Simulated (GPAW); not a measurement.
## A GW chain in GPAW: Selenium (P3_121, 3 atoms a cell)

The structure is trigonal, space group P3_121 (No. 152). The conventional cell has a = 4.366 Å, b = 4.366 Å, c = 4.954 Å, α = 90.00°, β = 90.00°, γ = 120.00°. Nearest to Se lie 2 Se at 2.37 Å.

```xyz
3
Lattice="4.3662 0.0000 0.0000 -2.1831 3.7812 0.0000 0.0000 0.0000 4.9536" Properties=species:S:1:pos:R:3 pbc="T T T"
Se    0.9841    0.0000    1.6512
Se   -0.4921    0.8523    3.3024
Se    1.6910    2.9289    0.0000
```

```yaml
method: DFT, PBE, plane waves, PAW (and 1 further level or step)
program: GPAW 26.7.0
settings_of_one_run: cutoff 450 eV, GPAW PAW setups 1.2.1 data release, 3×3×4 k-mesh, nbands 142
cost: 3 runs, 50 s in all on 4 MPI ranks of AMD EPYC 9R14 (Zen 4), shared host (the runs of this entry)
notes: The cell and positions come from the Crystallography Open Database and are kept as given unless a step says otherwise. Limits: no spin-orbit coupling. Only 2 of the mesh’s irreducible points were corrected, so a valley elsewhere could overtake. Bands and cutoff are finite, so the gap is not at the basis limit. The miss can reach some tenths of an eV and take either sign; the mesh is an error of its own. The 3×3×4 mesh is coarse for this cell, which bears on the long-range parts of exchange and screening.
pbe_gap: 1.01 eV, indirect
g0w0_gap_on_the_mesh: 1.96 eV
g0w0_gap_over_the_zone_rigid_shift: 1.73 eV
gw_settings: 3×3×4 mesh, 132 bands, screening to 80 eV, Godby-Needs plasmon pole
known_limits: not at the basis limit; no spin-orbit coupling; coarse k mesh
```

G0W0 moves the gap on the mesh from 1.24 eV to 1.96 eV (+0.72 eV), with Z of 0.78 and 0.78 at the edges. The mesh misses the band edges by 0.23 eV in all; a rigid shift gives 1.73 eV for the zone.

[Paths, hosts, dates, memory and timing lines, banners, echoed tables and standing remarks are left out of the program output.]

[Logs are printed without paths, hosts, clocks, repeated set-up lines and the standing remarks that a program may print on its own settings, such as how far it seeks lower states.]

[Runs of the session that timed out or met a known fault of the program may be left out.]

[Hosts, paths, dates, database ids (printed as entryN), source tags and the programs' standing remarks are cut or masked in the printed files.]
